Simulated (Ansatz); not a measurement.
# A hypothetical structure for MgPbO2, part 2 of 2

Starting from a made-up structure for MgPbO2, the aim is the relaxed cell, its shortest contacts and, where a second run follows, its electronic structure.

Ansatz 0.2.0; DFT, PBEsol, plane-wave PAW, files of the set soft_1, scalar-relativistic, no spin, cell and ions relaxed at zero pressure; PAW set soft_1 (the session's first sound run).

So far: Set-up; Relaxing cell and atoms. The relaxed cell has a = 3.277, c = 17.032 Å (conventional setting).

## 3. Bands of the relaxed cell

With the geometry fixed, one more self-consistent run, with a narrower smearing and the mesh shown in its input, gives the bands, and its pressure, and its forces where symmetry allows any, show how far the geometry depends on these settings.

This step: DFT, PBEsol, plane-wave PAW, files of the set soft_1, scalar-relativistic, no spin, bands and density of states at the relaxed cell; PAW set soft_1 (Ansatz 0.2.0).

input.yaml reads:

```yaml
crystal:
  lattice:
    - [1.6385897022, 0.9460402056, 5.6772856966]
    - [-1.6385897022, 0.9460402056, 5.6772856966]
    - [0.0, -1.8920804113, 5.6772856966]
  atoms:
    - { symbol: Pb, position: [0.5, 0.5, 0.5] }
    - { symbol: Mg, position: [0.0, 0.0, 0.0] }
    - { symbol: O, position: [0.7317861136, 0.7317861136, 0.7317861136] }
    - { symbol: O, position: [0.2682138864, 0.2682138864, 0.2682138864] }
kpoints:
  mp_grid: { grid: [12, 12, 12] }
  band_path:
    path:
      - [[0.0, 0.0, 0.0], [0.5, 0.0, 0.0], [0.5, 0.18517837, -0.18517837]]
      - [[0.81482163, 0.5, 0.18517837], [0.5, 0.5, 0.5], [0.0, 0.0, 0.0], [0.34258919, 0.0, -0.34258919]]
      - [[0.65741081, 0.34258919, 0.0], [0.5, 0.5, 0.0], [0.65741081, 0.65741081, 0.18517837], [0.5, 0.5, 0.5]]
      - [[0.5, 0.0, 0.0], [0.81482163, 0.34258919, 0.34258919]]
    npoints: 8
scf:
  occupations: { method: fermi_dirac, width: 0.03 }
  n_extra_bands: 8
hamiltonian:
  xc: pbesol
  pseudopotentials: { kind: paw, azcp: { folder: soft_1 }, xc_functional: pbe }
output:
  forces: true
  stress: true
  write_bands: true
  dos: { projected: true }
  write_density: true
  write_potential: true
  elf: true
  volumetric_format: npy
```

Launch:

```sh
ansatz run input.yaml --threads 4 --pin off --max-ram 8192MiB --backend cpu --events-out ev --progress --plain --runs-dir out
```

Numbers of over 12 decimals in the logs are rounded to 6 here.

The log of the run:

```text
[...]
Crystal: 4 atoms, lattice volume = 52.805 Å³
Basis set: ecut = 420 eV, 1051 PW (Γ), FFT grids on a1−a2, a2, −a2+a3, exchange–correlation on 48×80×48 points (8 copies of the dense FFT grid, shifted against one another)
Bands: 26, of which v1, the nominal top of the filled ones, is band 18 counted from 1 (17 counted from 0)
Symmetry: 12 space group operations
[...]
k-points: 189 of 1728
[...]
SCF iter   1: F=—  HF=-14793.055441 eV  |F-HF|=—  |Δ(HF+E_count)|=         —  Δρ=5.38e-2  dr2=2.27e0  ethr=3.10e-3  ⟨swp⟩=6.7  Hψ=25263  notcnv=0
[...]
SCF iter   7: F=-14792.510094 eV  HF=-14792.510094 eV  |F-HF|=2.83e-9  |Δ(HF+E_count)|=   3.33e-7  Δρ=5.80e-6  dr2=1.18e-8  ethr=2.78e-10  ⟨swp⟩=16.9  Hψ=43723  notcnv=0
SCF 1 converged in 7 iterations: F = -14792.510094 eV  dr2 = 1.18e-8
[...]
NSCF: frozen V_eff on 76 k-points
SCF converged after 7 iterations
Free energy (F): -14792.510094 eV
[...]
Internal energy: -14792.510093 eV  (E = F + TS)
E sigma→0 (E₀):  -14792.510093 eV
Entropy (-TS):   -0.000001 eV (-0.000 meV/atom)
Fermi energy:    10.663393 eV
[...]
--- Forces (eV/Å), atoms counted from 1 ---
  atom   1  Pb    -0.00000000     0.00000000    -0.00000000
  atom   2  Mg    -0.00000000     0.00000000     0.00000000
  atom   3  O     -0.00000000     0.00000000    -0.00217003
  atom   4  O      0.00000000    -0.00000000     0.00217003
  max |Σ_I F_I| component: 9.25e-18 eV/Å
--- Stress (GPa, compression-positive) ---
       -0.016202      -0.000000       0.000000
       -0.000000      -0.016202       0.000000
        0.000000       0.000000      -0.024822
  P = ⅓ Tr σ = -0.0191 GPa (-0.191 kbar)
--- Band table (eV; the first three rows and the last of 189) ---
  k-point 0: bands = [... 14 lower, 8.4694, 8.4694, 8.7327, 8.7327, 13.2192, 16.7343, 19.1331, 19.1331, ... 4 higher]
  k-point 1: bands = [... 14 lower, 8.4256, 8.5435, 8.6989, 9.0723, 13.4250, 16.7500, 18.2072, 18.9574, ... 4 higher]
  k-point 2: bands = [... 14 lower, 8.3155, 8.5622, 8.5979, 9.5197, 13.9430, 15.8812, 17.4780, 18.4848, ... 4 higher]
  k-point 188: bands = [... 14 lower, 8.2998, 8.9061, 8.9061, 10.4686, 11.8212, 17.6925, 19.3408, 19.3408, ... 4 higher]
```

Wall time 4.2 s (4 threads of Arm Neoverse V2, shared host); peak memory 0.48 GiB; 16 s of CPU time.

Reading the cycles: dr2 is the Hartree energy of the density residual (eV), the measure of convergence; HF is the Harris–Foulkes estimate of the energy, which meets the free energy F at convergence.

This step gave:

```
Fermi energy      : 10.66 eV
gap by band count : 0.4103 eV
pressure          : -0.01908 GPa
```

From bands.tsv. The electronic bands at the labelled points (eV, zero at the valence top; v1 is the highest filled band, c1 the lowest empty one):

```csv
point,v4,v3,v2,v1,c1,c2,c3,c4
Γ,-2.00,-2.00,-1.74,-1.74,2.75,6.27,8.66,8.66
halfway,-2.29,-2.06,-2.02,-0.68,3.65,4.17,7.31,7.41
L,-3.47,-2.48,-2.40,-0.67,1.59,5.20,6.32,7.05
halfway,-3.56,-2.95,-2.72,-0.52,1.70,3.91,5.85,8.38
B1,-4.03,-2.64,-2.59,-1.09,2.17,2.24,6.27,8.76
jump to B,-4.03,-2.64,-2.59,-1.09,2.17,2.24,6.27,8.76
halfway,-2.75,-2.51,-2.04,-0.75,3.75,4.13,5.66,8.63
Z,-2.17,-1.56,-1.56,0.00,1.35,7.22,8.87,8.87
halfway,-2.10,-1.63,-1.63,-1.08,2.20,6.67,8.76,8.76
Γ,-2.00,-2.00,-1.74,-1.74,2.75,6.27,8.66,8.66
halfway,-2.89,-2.40,-1.69,-0.52,3.01,4.54,5.94,7.75
X,-3.71,-2.97,-2.43,-1.01,2.16,2.22,6.28,8.84
jump to Q,-3.71,-2.97,-2.43,-1.01,2.16,2.22,6.28,8.84
halfway,-3.23,-2.42,-2.08,-1.68,1.02,4.09,6.02,8.08
F,-2.95,-2.32,-1.84,-1.78,0.41,5.77,6.14,6.82
halfway,-2.94,-2.31,-1.86,-1.80,0.54,5.72,6.16,6.83
P1,-2.88,-2.52,-1.92,-1.63,0.84,5.61,6.20,6.85
halfway,-2.57,-2.50,-1.74,-0.58,3.47,4.11,7.55,8.21
Z,-2.17,-1.56,-1.56,0.00,1.35,7.22,8.87,8.87
jump to L,-3.47,-2.48,-2.40,-0.67,1.59,5.20,6.32,7.05
halfway,-3.12,-2.70,-2.15,-0.96,1.36,5.34,6.28,6.97
P,-2.88,-2.52,-1.92,-1.63,0.84,5.61,6.20,6.85
```

Counts of states for the cell as run, both spins, by energy window (eV from the valence-band top):

```
from  to  total
  -8  -7   0.84
  -7  -6   0.00
  -6  -5   0.46
  -5  -4   1.98
  -4  -3   2.52
  -3  -2   3.93
  -2  -1   1.74
  -1   0   1.37
   0   1   0.09
   1   2   0.88
   2   3   0.65
   3   4   0.71
   4   5   1.07
```

Below -8 eV lie 23.2 more states.

ELF in the ac plane of the cell as run, not the conventional one, at fractional y = 0.000, with atoms of Mg within 0.2 Å of it. It is the smooth field of the valence electrons, not physical close to the nuclei.

Ten even steps from '0' (0.04) to '9' (0.75), each cell a mean:
```
22301211111000003
33311442111100000
02320366321110000
00110168742221000
12100038985222100
13542015998522110
12577411599852111
11369851169984211
11148995115997311
11125899511588621
01112589951136641
00122258984001342
10012225897200011
00001212467401210
00000111135511333
30000011112320232
13001001111110032
```
Columns run along a (6.0 Å), rows up along c (6.0 Å). Atoms in or near the plane, at fractional coordinates: Mg at (0.00, 0.00).

Valence density in the ac plane of the cell as run, not the conventional one, at fractional y = 0.000, with atoms of Mg within 0.2 Å of it. It is the smooth field of the valence electrons, not physical close to the nuclei.

Ten steps, logarithmic in the rise over the least value, from '0' (0 e/Å³) to '9' (22 e/Å³), each cell a mean:
```
99500000000000017
68730000000000001
14641011100000000
00221011211000000
00000011221100000
00110001232210000
00111100123211000
00112210012321000
00012221001222100
00011232100111100
00001233210011100
00000122221000000
00000011221001100
00000001111102430
10000000011102675
61000000000000489
96100000000000169
```
Columns run along a (6.0 Å), rows up along c (6.0 Å). Atoms in or near the plane, at fractional coordinates: Mg at (0.00, 0.00).

Electrostatic potential energy in the ac plane of the cell as run, not the conventional one, at fractional y = 0.000, with atoms of Mg within 0.2 Å of it. With pseudopotentials it is smooth inside the atoms' cores, unlike the true potential.

Ten even steps from '0' (-57 eV) to '9' (14 eV), each cell a mean:
```
00389999999999972
20059999999999997
84248999999999999
98667999999999999
99988999999999999
99999999999999999
99999999999999999
99999999999999999
99999999999999999
99999999999999999
99999999999999999
99999999999999999
99999999999987899
99999999999986458
79999999999996203
27999999999998400
02799999999999820
```
Columns run along a (6.0 Å; values clipped at the 3rd and 97th percentile), rows up along c (6.0 Å). Atoms in or near the plane, at fractional coordinates: Mg at (0.00, 0.00).

## 4. Results

| Quantity | Value |
| --- | --- |
| space group, relaxed | R-3m |
| conventional cell | a = 3.277, b = 3.277, c = 17.032 Å; α = 90.0°, β = 90.0°, γ = 120.0° |
| volume per atom | 13.20 Å³ (guess 13.52) |

**Reading.** MgPbO2 relaxes to R-3m with a = 3.277, b = 3.277 and c = 17.032 Å. The guessed volume was 2 % too large. The space group R-3m was held in the relaxation, so the end point is a stationary structure within it and may be a saddle against distortions or other arrangements. It has an indirect Kohn–Sham gap of 0.41 eV, which semilocal functionals understate. On the 12×12×12 mesh with the narrower smearing (relaxed on 9×9×9) the largest force component is 0.002 eV/Å and the largest stress component is 0.025 GPa, within the relaxation's thresholds of 0.015 eV/Å and 0.05 GPa. The cutoff wasn't tested. Spin-orbit coupling is left out, which can matter for elements this heavy. No dispersion term is used, so weakly bound directions may come out too long. Nothing here tests whether the compound is stable against decomposition.

[Logs are printed without paths, hosts, clocks, repeated set-up lines and the standing remarks that a program may print on its own settings, such as how far it seeks lower states.]

[Hosts, paths, dates, database ids (printed as entryN), source tags and the programs' standing remarks are cut or masked in the printed files.]
